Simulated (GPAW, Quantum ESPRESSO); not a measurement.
# Near-edge structure at the Cu K edge of CuI (Marshite, F-43m), part 4 of 4

Do two independent programs agree on the Cu K edge of CuI (Marshite, F-43m)? The same cell and functional are run with XSpectra and with GPAW.

Quantum ESPRESSO 7.5 and GPAW 26.7.0; core-hole supercells, plane-wave PAW LDA.

So far. Step 10 (Ground state of the crystal (GPAW)): The mesh shows a gap of 0.96 eV, so the hole is first treated in a charged cell, without the excited electron. Step 11 (Spectrum without a core hole, Cu atom 2 (GPAW)): Main maxima below 30 eV (height): 4.8 eV (1.57), 7.2 eV (1.15), 11.4 eV (1.42), 14.8 eV (1.24), 24.4 eV (1.10) and 29.8 eV (1.19). 

The database entry behind the starting cell differs from later determinations by our own check (about 0.15 % long (mineral sample)), so it need not match the best structure at ambient conditions.

### 13. Spectrum with FCH, Cu atom 2 (GPAW)

Level of this step: X-ray absorption from dipole matrix elements to empty bands, plane-wave PAW LDA (GPAW).

The holes are 6.1 Å apart. The excited electron is left out and a uniform background balances the charge. After the field has converged, empty bands are computed with the density fixed and the dipole matrix elements are summed.

xas.py reads:

```python
import numpy as np
from ase import Atoms
from ase.parallel import parprint, paropen
from gpaw import GPAW, PW, FermiDirac, Mixer, MixerDif, setup_paths
from gpaw.test import gen
setup_paths.insert(0, '.')
gen('Cu', name='fch1s', xcname='LDA', corehole=(1, 0, 1), write_xml=True)
from gpaw.mpi import world
world.barrier()

atoms = Atoms('I4Cu4',
    cell=[[0, 0, 6.063],
     [6.063, 0, 0],
     [0, 6.063, 0]],
    scaled_positions=[[0, 0, 0],
     [0, 0.5, 0.5],
     [0.5, 0.5, 0],
     [0.5, 0, 0.5],
     [0.75, 0.75, 0.75],
     [0.75, 0.25, 0.25],
     [0.25, 0.25, 0.75],
     [0.25, 0.75, 0.25]],
    pbc=True)
atoms.calc = calc = GPAW(legacy_gpaw=True, mode=PW(500, force_complex_dtype=True), xc='LDA', setups={4: 'fch1s'},
    kpts={'size': (3, 3, 3), 'gamma': True}, occupations=FermiDirac(0.02),
    charge=0, mixer=Mixer(0.1, 5, 50), maxiter=150,
    convergence={'density': 0.0001, 'eigenstates': 1e-6}, txt='scf.txt')
energy = atoms.get_potential_energy() + calc.get_reference_energy()
ef = calc.get_fermi_level()
out = dict(energy=energy, fermi=ef, forces=atoms.get_forces().tolist())
parprint(f'all-electron energy {energy:.4f} eV, Fermi level {ef:.4f} eV')
ev = np.array([[calc.get_eigenvalues(k, s) for k in range(len(calc.get_ibz_k_points()))] for s in range(calc.get_number_of_spins())])
out['homo'], out['lumo'], out['counts'] = ev[ev < ef].max(), ev[ev > ef].min(), sorted(set((ev < ef).sum((0, 2)).tolist()))
out['filled'] = (ev[:, 0] < ef).sum(1).tolist()

from ase.units import Ha
from gpaw.xas import dipole_matrix_elements
nb = int(calc.get_number_of_electrons() / 2) + 135
top, nb = nb, nb + 8 + nb // 12
nscf = calc.fixed_density(kpts={'size': (4, 4, 4), 'gamma': True}, nbands=nb,
    convergence={'bands': top, 'eigenstates': 1e-5}, maxiter=60, txt='nscf.txt')
cell = atoms.cell.array
ops = [cell.T @ U.T @ np.linalg.inv(cell.T) for U in nscf.wfs.kd.symmetry.op_scc]
filled = [36]  # bands filled in the ground state, by spin
E = np.arange(-6, 34, 0.1)
fwhm = np.interp(E, [4, 25], [1.55, 3.5])
Y, X, zero, highest = 0, 0, 1e9, 1e9
for spin in range(nscf.get_number_of_spins()):
    wfs = nscf.wfs
    A = dipole_matrix_elements(wfs.setups[4])
    eps = np.zeros((wfs.kd.nibzkpts, nb))
    d = np.zeros((3, A.shape[1], wfs.kd.nibzkpts, nb), complex)
    for kpt in wfs.kpt_u:
        if kpt.s == spin and 4 in kpt.P_ani:
            eps[kpt.k] = kpt.eps_n * Ha
            d[:, :, kpt.k] = (kpt.weight * wfs.nspins / 2) ** 0.5 * np.inner(A, kpt.P_ani[4])
    world.sum(eps)
    world.sum(d)
    T = np.einsum('amkn,bmkn->abkn', d, d.conj()).real
    T = sum(np.einsum('ai,ijkn,bj->abkn', R, T, R) for R in ops) / len(ops)
    empty = np.ones_like(eps, bool) & (np.arange(nb) >= filled[spin])
    zero, highest = min(zero, eps[empty].min()), min(highest, eps[:, top - 1].min())
    lines = [(eps, T, empty)] if spin == 0 else lines + [(eps, T, empty)]
for eps, T, empty in lines:
    f = np.einsum('aakn->akn', T).reshape(3, -1)
    x = eps.ravel() - zero
    w = np.interp(x, E, fwhm) / 2.35482
    g = np.exp(-0.5 * ((E[:, None] - x) / w) ** 2) / (w * (2 * np.pi) ** 0.5)
    Y = Y + (f * empty.ravel()) @ g.T
    X = X + (f * ~empty.ravel()) @ g.T
out.update(E=E.round(2).tolist(), xas=Y.tolist(), xes=X.tolist(), zero=zero, valid=highest - zero, nk=len(eps), nb=nb)
for i in range(0, len(E), 10):
    parprint(f'{E[i]:7.2f}', *(f'{v:10.3e}' for v in Y[:, i]))
import json
with paropen('out.json', 'w') as f:
    json.dump(out, f)
```

On the command line:

```sh
$ OMP_NUM_THREADS=1 mpirun -n 4 gpaw python xas.py
```

Numbers of over 12 decimals in the logs are rounded to 6 here.

What it wrote:

```text
Input parameters:
  convergence: {density: 0.0001,
                eigenstates: 1e-06}
  kpts: {gamma: True,
         size: (3, 3, 3)}
  maxiter: 150
  mixer: {backend: pulay,
          beta: 0.1,
          method: separate,
          nmaxold: 5,
          weight: 50}
  mode: {ecut: 500.0,
         force_complex_dtype: True,
         name: pw}
  occupations: {fixmagmom: False,
                name: fermi-dirac,
                width: 0.02}
  setups: {4: fch1s}

Initialize ...

[... PAW data sets ...]

Reference energy: -944339.432359  # eV

Spin-paired calculation

[... convergence settings ...]
Symmetries present (total): 6
  [... symmetry matrices ...]

27 k-points: 3 x 3 x 3 Monkhorst-Pack grid
6 k-points in the irreducible part of the Brillouin zone
       k-points in crystal coordinates                weights
   0:     0.00000000    0.00000000    0.00000000          1/27
   1:     0.33333333    0.00000000   -0.33333333          6/27
   2:     0.33333333    0.00000000    0.00000000          6/27
   3:     0.33333333    0.33333333   -0.33333333          6/27
   4:     0.33333333    0.33333333    0.00000000          6/27
   5:     0.33333333    0.33333333    0.33333333          2/27

Wave functions: Plane wave expansion
  Cutoff energy: 500.000 eV
  Number of coefficients (min, max): 5646, 5695
  Pulay-stress correction: 0.000000 eV/Ang^3 (de/decut=0.000000)
  Using FFTW library
  Wavefunction extrapolation:
    Improved wavefunction reuse through dual PAW basis

Occupation numbers: Fermi-Dirac:
  width: 0.0200  # eV

Eigensolver
   Davidson(niter=2)

Densities:
  Coarse grid: 32*32*32 grid
  Fine grid: 64*64*64 grid
  Total Charge: 1.000000

Density mixing:
  Method: separate
  Backend: pulay
  Linear mixing parameter: 0.1
  old densities: 5
  Width of damping distribution: 1.1
  Damping of long wavelength oscillations: 50

[... Hamiltonian set-up ...]
Number of atoms: 8
Number of atomic orbitals: 52
Number of bands in calculation: 48
Number of valence electrons: 72
Bands to converge: occupied

... initialized

Initializing position-dependent things.

Density initialized from atomic densities
Creating initial wave functions:
  48 bands from LCAO basis set

                     Cu
            Cu
         I
             Cu
               I
                   Cu
                I
       I

Atomic positions and initial magnetic moments

Positions:
   0 I      0.000000    0.000000    0.000000    ( 0.0000,  0.0000,  0.0000)
   1 I      3.031500    3.031500    0.000000    ( 0.0000,  0.0000,  0.0000)
   2 I      3.031500    0.000000    3.031500    ( 0.0000,  0.0000,  0.0000)
   3 I      0.000000    3.031500    3.031500    ( 0.0000,  0.0000,  0.0000)
   4 Cu     4.547250    4.547250    4.547250    ( 0.0000,  0.0000,  0.0000)
   5 Cu     1.515750    1.515750    4.547250    ( 0.0000,  0.0000,  0.0000)
   6 Cu     1.515750    4.547250    1.515750    ( 0.0000,  0.0000,  0.0000)
   7 Cu     4.547250    1.515750    1.515750    ( 0.0000,  0.0000,  0.0000)

Unit cell:
           periodic     x           y           z      points  spacing
  1. axis:    yes    0.000000    0.000000    6.063000    32     0.1895
  2. axis:    yes    6.063000    0.000000    0.000000    32     0.1895
  3. axis:    yes    0.000000    6.063000    0.000000    32     0.1895

  Lengths:   6.063000   6.063000   6.063000
  Angles:   90.000000  90.000000  90.000000

Effective grid spacing dv^(1/3) = 0.1895

iter:   1   -43.208329
iter:   2   -40.576766   -1.19  -1.19
iter:   3   -39.640593   -1.23  -1.32
iter:   4   -39.428499   -1.92  -1.51
iter:   5   -39.384804   -2.69  -1.79
iter:   6   -39.373052   -2.66  -1.94
iter:   7   -39.357491c  -2.51  -2.47
iter:   8   -39.354325c  -3.97  -2.71
iter:   9   -39.354032c  -4.46  -3.08
iter:  10   -39.353930c  -5.59  -3.36
iter:  11   -39.354228c  -4.44  -3.45
iter:  12   -39.353947c  -5.39  -3.69
iter:  13   -39.353882c  -5.63  -3.93
iter:  14   -39.353871c  -6.16c -4.49c

Converged after 14 iterations.

Dipole moment: (0.261190, 0.261190, 0.261190) |e|*Ang

Energy contributions relative to reference atoms: (reference = -944339.432359)

Kinetic:        -35.815923
Potential:      +15.719325
External:        +0.000000
XC:             -19.233177
Entropy (-ST):   -0.000000
Local:           -0.024096
SIC:             +0.000000
--------------------------
Free energy:    -39.353871
Extrapolated:   -39.353871

Showing only first 2 kpts
 Kpt  Band  Eigenvalues  Occupancy
  0    34      3.96388    2.00000
  0    35      3.96388    2.00000
  0    36      4.84717    0.00000
  0    37      6.55411    0.00000

  1    34      3.16031    2.00000
  1    35      3.71609    2.00000
  1    36      6.44135    0.00000
[...]
Fermi level: 4.44012

Gap: 0.883 eV
Transition (v -> c):
  (s=0, k=0, n=35, [0.00, 0.00, 0.00]) -> (s=0, k=0, n=36, [0.00, 0.00, 0.00])
No difference between direct/indirect transitions

Forces in eV/Ang:
  0 I     0.21420    0.21420    0.21420
  1 I    -0.21418   -0.21418    0.21419
  2 I    -0.21418    0.21419   -0.21418
  3 I     0.21419   -0.21418   -0.21418
  4 Cu    0.00000    0.00000    0.00000
  5 Cu   -0.00001   -0.00001    0.00001
  6 Cu   -0.00001    0.00001   -0.00001
  7 Cu    0.00001   -0.00001   -0.00001
Scalar-relativistic atomic LDA calculation for Cu (Copper, Z=29)
Core hole in 1s state (1s occupation: 1.0)
600 radial gridpoints.
|------------------------------------------------|
|------------------------------------------------|
[... the atom generator's iteration count ...]

Energy contributions:
-------------------------
Kinetic:    +1336.692400
XC:           -57.131451
Potential:  -2600.779951
-------------------------
Total:      -1321.219003

state      eigenvalue         ekin         rmax
-----------------------------------------------
1s^1.0 :  -337.058981   426.036309        0.034
2s^2.0 :   -41.859242    83.018235        0.193
2p^6.0 :   -37.118937    82.366106        0.153
3s^2.0 :    -4.941495    18.413630        0.596
3p^6.0 :    -3.402187    16.582998        0.594
3d^10.0:    -0.747943    11.230631        0.562
4s^1.0 :    -0.517664     1.791433        2.006
4p^0.0 :    -0.294182     1.077284        2.520
-----------------------------------------------
(units: Bohr and Hartree)

Generating PAW setup
Kinetic energy of the core from tauc = 1233.538363
Cutoffs:
rc(s)=2.200
rc(p)=2.200
rc(d)=2.000
rc(vbar)=1.800
rc(comp)=2.000
rc(nct)=2.200

Kinetic energy of the core states: 1222.594660
Charge: 1.0
Core electrons: 17.0
Valence electrons: 11.0
Pseudo-core charge: 0.267927
Shape function alpha=2.500
Pseudo-electron charge 3.306954
state    eigenvalue         norm
--------------------------------
4s(1) :    -0.517664     1.110086
*s    :     0.482336
4p(0) :    -0.294182     1.012069
*p    :     0.705818
3d(10):    -0.747943     0.192894
*d    :     0.252057
--------------------------------

Diagonalizing with gridspacing h=0.050

state   all-electron     PAW
-------------------------------
4s:      -0.517664    -0.517809
4p:      -0.294182    -0.294289
3d:      -0.747943    -0.748405
*f:                   -0.018700
-------------------------------
all-electron energy -944378.7862 eV, Fermi level 4.4401 eV
[...]
31.00  1.776e-07  1.776e-07  1.776e-07
  32.00  1.667e-07  1.667e-07  1.667e-07
  33.00  1.662e-07  1.662e-07  1.662e-07
```

Elapsed: 1.7 min, on 4 MPI ranks of Arm Neoverse V1, shared host; peak memory 0.36 GiB; 7 min of CPU time.

The Cu K spectrum, Cu atom 2, full core hole (charged cell) (energy from the lowest empty level; intensity scaled to a mean of 1 over the first 20 eV):

```tsv
E (eV)	intensity
-2.00	0.00
-1.25	0.00
-0.50	0.00
0.25	0.03
1.00	0.14
1.75	0.46
2.50	0.91
3.25	1.33
4.00	1.92
4.75	1.98
5.50	1.29
6.25	0.92
7.00	1.04
7.75	1.08
8.50	0.98
9.25	0.98
10.00	1.09
10.75	1.21
11.50	1.22
12.25	1.16
13.00	1.07
13.75	0.95
14.50	0.89
15.25	0.93
16.00	0.95
16.75	0.87
17.50	0.79
18.25	0.77
19.00	0.82
19.75	0.88
20.50	0.90
21.25	0.91
22.00	0.92
22.75	0.93
23.50	0.94
24.25	0.93
25.00	0.90
25.75	0.88
26.50	0.87
27.25	0.88
28.00	0.91
28.75	0.97
29.50	1.02
30.25	1.03
31.00	0.99
31.75	0.94
```

Main maxima below 30 eV (height): 4.4 eV (2.08), 7.4 eV (1.10), 11.2 eV (1.23), 15.8 eV (0.95) and 23.4 eV (0.94). 

The hole costs E(hole) − E(ground) = 8986.78 eV, and the lowest empty level of the hole cell on the spectrum's mesh lies at 4.85 eV, which puts the zero at 8991.62 eV. With the free-atom term of -29.79 eV for this edge, the photon energy is 8961.83 eV.

### 14. Excitation energy, Cu atom 2 (GPAW)

With the excited electron kept in the cell the system stays neutral, and the energy difference is an excitation energy by itself. In a small cell that electron takes up a good share of the lowest empty band, or all of one, which shifts the value from the true onset.

Changed against the first core-hole run: core hole to XCH, with the smearing that suits a partly filled band.

scf.py reads:

```python
import numpy as np
from ase import Atoms
from ase.parallel import parprint, paropen
from gpaw import GPAW, PW, FermiDirac, Mixer, MixerDif, setup_paths
from gpaw.test import gen
setup_paths.insert(0, '.')
gen('Cu', name='fch1s', xcname='LDA', corehole=(1, 0, 1), write_xml=True)
from gpaw.mpi import world
world.barrier()

atoms = Atoms('I4Cu4',
    cell=[[0, 0, 6.063],
     [6.063, 0, 0],
     [0, 6.063, 0]],
    scaled_positions=[[0, 0, 0],
     [0, 0.5, 0.5],
     [0.5, 0.5, 0],
     [0.5, 0, 0.5],
     [0.75, 0.75, 0.75],
     [0.75, 0.25, 0.25],
     [0.25, 0.25, 0.75],
     [0.25, 0.75, 0.25]],
    pbc=True)
atoms.calc = calc = GPAW(legacy_gpaw=True, mode=PW(500, force_complex_dtype=True), xc='LDA', setups={4: 'fch1s'},
    kpts={'size': (3, 3, 3), 'gamma': True}, occupations=FermiDirac(0.04),
    charge=-1, mixer=Mixer(0.1, 5, 50), maxiter=150,
    convergence={'density': 0.0001, 'eigenstates': 1e-6}, txt='scf.txt')
energy = atoms.get_potential_energy() + calc.get_reference_energy()
ef = calc.get_fermi_level()
out = dict(energy=energy, fermi=ef, forces=atoms.get_forces().tolist())
parprint(f'all-electron energy {energy:.4f} eV, Fermi level {ef:.4f} eV')
ev = np.array([[calc.get_eigenvalues(k, s) for k in range(len(calc.get_ibz_k_points()))] for s in range(calc.get_number_of_spins())])
out['homo'], out['lumo'], out['counts'] = ev[ev < ef].max(), ev[ev > ef].min(), sorted(set((ev < ef).sum((0, 2)).tolist()))
out['filled'] = (ev[:, 0] < ef).sum(1).tolist()
import json
with paropen('out.json', 'w') as f:
    json.dump(out, f)
```

On the command line:

```sh
$ OMP_NUM_THREADS=1 mpirun -n 4 gpaw python scf.py
```

What it wrote:

```text
Input parameters:
  charge: -1
  convergence: {density: 0.0001,
                eigenstates: 1e-06}
  kpts: {gamma: True,
         size: (3, 3, 3)}
  maxiter: 150
  mixer: {backend: pulay,
          beta: 0.1,
          method: separate,
          nmaxold: 5,
          weight: 50}
  mode: {ecut: 500.0,
         force_complex_dtype: True,
         name: pw}
  occupations: {fixmagmom: False,
[...]
*s    :     0.482336
4p(0) :    -0.294182     1.012069
*p    :     0.705818
3d(10):    -0.747943     0.192894
*d    :     0.252057
--------------------------------

Diagonalizing with gridspacing h=0.050

state   all-electron     PAW
-------------------------------
4s:      -0.517664    -0.517809
4p:      -0.294182    -0.294289
3d:      -0.747943    -0.748405
*f:                   -0.018700
-------------------------------
all-electron energy -944372.8901 eV, Fermi level 6.3270 eV
[key lines of the parts left out:]
Converged after 18 iterations.
Dipole moment: (0.218749, 0.218749, 0.218749) |e|*Ang
Free energy:    -33.463701
Fermi level: 6.32700
```

Run time: 16 s. Hardware: 4 MPI ranks; peak memory 0.21 GiB.

The total-energy difference is 8992.67 eV. With the free-atom term of -29.79 eV for this edge, the photon energy is 8962.88 eV.

### 15. The two programs side by side

The line shapes differ (Lorentzian half width 0.78 eV up to 4 eV, rising linearly to 1.75 eV at 25 eV (not a setting of the program: the run's 0.4 eV curve was folded afterwards with a further Lorentzian), against Gaussian full width 1.55 eV up to 4 eV, rising linearly to 3.5 eV at 25 eV), so both get a further Gaussian of 1.5 eV full width before they are compared; the Lorentzian tails remain.

```tsv
E (eV)	XSpectra	GPAW
-2.00	0.09	0.00
-1.25	0.12	0.00
-0.50	0.16	0.01
0.25	0.23	0.06
1.00	0.36	0.21
1.75	0.58	0.51
2.50	0.87	0.91
3.25	1.18	1.36
4.00	1.39	1.74
4.75	1.42	1.75
5.50	1.28	1.37
6.25	1.15	1.07
7.00	1.06	1.03
7.75	1.01	1.04
8.50	1.04	1.01
9.25	1.08	1.02
10.00	1.13	1.09
10.75	1.16	1.18
11.50	1.15	1.20
12.25	1.10	1.15
13.00	1.04	1.06
13.75	1.02	0.97
14.50	1.02	0.92
15.25	1.01	0.92
16.00	0.96	0.92
16.75	0.91	0.87
17.50	0.88	0.81
18.25	0.90	0.80
19.00	0.93	0.83
19.75	0.95	0.87
20.50	0.97	0.90
21.25	0.98	0.91
22.00	0.99	0.92
22.75	1.00	0.93
23.50	1.01	0.93
24.25	1.00	0.92
25.00	0.98	0.90
25.75	0.96	0.88
26.50	0.96	0.88
27.25	1.00	0.89
28.00	1.08	0.92
28.75	1.19	0.97
29.50	1.26	1.01
30.25	1.26	1.01
31.00	1.21	0.99
31.75	1.16	0.95
```

```tsv
	XSpectra	GPAW
k mesh of the spectrum	3×3×3	4×4×4
cutoff (eV)	830	500
highest intensity below 24 eV after the common broadening, eV (height)	4.4 (1.43)	4.4 (1.81)
zero, corrected photon energy (eV)	8966.0	8961.8
core time, hole field and spectrum	5.3 min	7 min
```

### 16. With and without the hole

XSpectra's curves. Both curves are counted from their own zero, so only the shift of weight within the empty states shows.

```tsv
E (eV)	no hole	FCH
-2.0	0.08	0.09
-1.0	0.10	0.12
0.0	0.14	0.18
1.0	0.24	0.33
2.0	0.45	0.64
3.0	0.67	1.11
4.0	1.12	1.45
5.0	1.29	1.44
6.0	1.02	1.14
7.0	0.99	1.06
8.0	1.28	0.97
9.0	1.08	1.07
10.0	1.04	1.14
11.0	1.04	1.17
12.0	1.44	1.13
13.0	1.35	1.02
14.0	1.12	1.01
15.0	0.98	1.03
16.0	0.95	0.97
17.0	1.12	0.87
18.0	1.17	0.88
19.0	1.05	0.93
20.0	0.99	0.95
21.0	0.95	0.98
22.0	1.01	0.98
23.0	1.19	1.02
24.0	1.23	1.01
25.0	1.08	0.98
26.0	0.99	0.94
27.0	1.00	0.96
28.0	1.10	1.07
29.0	1.30	1.25
30.0	1.43	1.30
31.0	1.43	1.21
32.0	1.39	1.13
```

With each curve scaled to its own mean, the area from −2 to 6 eV with the hole is 5.9 against 4.6, and the centre of weight from −1 to 20 eV moves by -0.8 eV: the hole pulls the absorber's empty states down.

### 17. Runs not followed above

These runs aren't followed: redraws of a spectrum that repeat one shown, runs with a planted fault or a state judged unsound, or a program's part that gave no sound spectrum.

| program | step | status | elapsed |
| --- | --- | --- | --- |
| Quantum ESPRESSO | no core hole, redrawn | converged | 1.8 s |
| Quantum ESPRESSO | spectrum with FCH, redrawn | converged | 0.83 s |

### 18. Summary of results

```yaml
absorber_and_edge: Cu K, atom 2 of the ground-state input (counted from 1)
surroundings: 4 I at 2.63 Å (tetrahedral, site symmetry -43m)
highest_intensity_below_24_ev_xspectra_narrow_line: 4.5 eV above the zero, height 1.57
photon_energy_of_the_zero_with_the_added_terms: 8966.0 eV (raw 8995.8 eV; LDA puts this hole about 18 eV below PBE, itself good to a few eV)
```

**Reading.** The two programs agree on the overall shape: 14 % r.m.s. remains over the first 14 eV after a relative shift of 0.0 eV, and their photon-energy zeros differ by 4.2 eV. What differs may come from the PAW partial waves, meshes, cutoffs and line shapes. An offset of the zeros of this size is more than meshes or line shapes can give; the atomic core treatment of the two data sets is the likely place. In XSpectra the Cu K edge of atom 2, with 4 I at 2.63 Å (tetrahedral, site symmetry -43m), has its highest intensity of the first 24 eV at 4.5 eV above the zero, near 8971 eV in photon energy (LDA puts this hole about 18 eV below PBE, itself good to a few eV), 1.6 times the mean level of the first 20 eV (Lorentzian half width 0.78 eV up to 4 eV, rising linearly to 1.75 eV at 25 eV (not a setting of the program: the run's 0.4 eV curve was folded afterwards with a further Lorentzian)). In XSpectra: With each curve scaled to its own mean, the area from −2 to 6 eV with the hole is 5.9 against 4.6, and the centre of weight from −1 to 20 eV moves by -0.8 eV: the hole pulls the absorber's empty states down. In GPAW: With each curve scaled to its own mean, the area from −2 to 6 eV with the hole is 6.2 against 4.6, and the centre of weight from −1 to 20 eV moves by -0.8 eV: the hole pulls the absorber's empty states down. In XSpectra the neutral-cell energy lies +1.1 eV from the charged-cell zero, a gap made of the charged-cell error and of where the added electron settles. In GPAW the neutral-cell energy lies +1.0 eV from the charged-cell zero, a gap made of the charged-cell error and of where the added electron settles. The holes are only 6.1 Å apart, so the shape is probably not converged with cell size; no larger cell was run here. Lifetime broadening is put in by hand, and intensities beyond about 20 eV depend on it and on the partial waves. The structure is a published determination, not relaxed.

[Banner, clock and machine lines of the logs are left out without a mark of their own.]

[Logs are printed without paths, hosts, clocks, repeated set-up lines and the standing remarks that a program may print on its own settings, such as how far it seeks lower states.]

[Hosts, paths, dates, database ids (printed as entryN), source tags and the programs' standing remarks are cut or masked in the printed files.]

[Lists of maxima count a maximum above −3 eV only where it reaches 4 % of the highest in the window and stands out from its surroundings by 2 % of it (1.5 % where it reaches 55 %); shoulders and weaker maxima are passed over, and of the rest the first, up to two pre-edge ones and the few strongest are named.]
